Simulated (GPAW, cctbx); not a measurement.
## What do these deviations say about the bonding?

CuPb2SO2, P4/mmm (no. 123), a = 3.9343 Å, b = 3.9343 Å, c = 6.8518 Å, α = 90.00°, β = 90.00°, γ = 90.00°.

| atom | mult. | x | y | z |
| --- | --- | --- | --- | --- |
| Pb1 | 2 | 1/2 | 1/2 | 0.2432 |
| Cu1 | 1 | 0 | 0 | 1/2 |
| S1 | 1 | 0 | 0 | 0 |
| O1 | 2 | 1/2 | 0 | 1/2 |

The cell comes from substitution in a known structure type and wasn't matched to any measured phase.

Absolute values of the static structure factors of the conventional cell from DFT (PBE, GPAW) against free spherical atoms, in electrons:

| hkl | d (Å) | free atoms | crystal |
| --- | --- | --- | --- |
| 001 | 6.852 | 21.24 | 21.27 |
| 100 | 3.934 | 111.44 | 111.25 |
| 002 | 3.426 | 96.15 | 95.36 |
| 101 | 3.412 | 19.03 | 18.68 |
| 110 | 2.782 | 166.31 | 165.67 |
| 102 | 2.584 | 174.49 | 174.37 |
| 111 | 2.578 | 5.05 | 5.83 |
| 003 | 2.284 | 40.04 | 40.31 |
| 112 | 2.160 | 111.02 | 111.68 |
| 103 | 1.975 | 5.22 | 5.42 |

**Question.** Which way does charge move, and which reflections show it best?

Project each element's phase sum on the total phase. |F| rises if density moves to atoms that scatter in phase and falls if it moves to atoms that scatter against it; the rule is for low angles, since changes of shape take over beyond. Where all elements are in phase the terms compete, and the compactness of the donor's and the acceptor's density matters too.

| hkl | Pb in phase | Cu in phase | S in phase | O in phase | change (e) | (%) |
| --- | --- | --- | --- | --- | --- | --- |
| 001 | -0.1 | +1.0 | -1.0 | +2.0 | +0.03 | +0.2 |
| 100 | +2.0 | -1.0 | -1.0 | 0.0 | -0.20 | -0.2 |
| 002 | +2.0 | -1.0 | -1.0 | -2.0 | -0.79 | -0.8 |
| 101 | +0.1 | +1.0 | -1.0 | 0.0 | -0.35 | -1.8 |
| 110 | +2.0 | +1.0 | +1.0 | -2.0 | -0.64 | -0.4 |
| 102 | +2.0 | +1.0 | +1.0 | 0.0 | -0.12 | -0.1 |
| 111 | +0.1 | -1.0 | +1.0 | +2.0 | +0.78 | +15.4 |
| 003 | +0.3 | +1.0 | -1.0 | +2.0 | +0.27 | +0.7 |

Low-angle reflections that set elements apart and change by more than 0.05 e: 100, 002, 101, 110, 102, 111 and 003 (001 hardly moves and tells little). The signs fit a gain of density on S and O and a loss on Pb and Cu, apart from 003. The best witness is 111, +15.4 %, where S enters with +1.0. The real-space density agrees: Voronoi charges Pb +0.39, Cu +0.40, S -0.40, O -0.38 e. The shortest bond, Cu–O, has Δρ = +0.03 e/Å³ at its midpoint, low for a shared bond; with the charge transfer this is a polar contact. Limits: no Hubbard U on Cu.
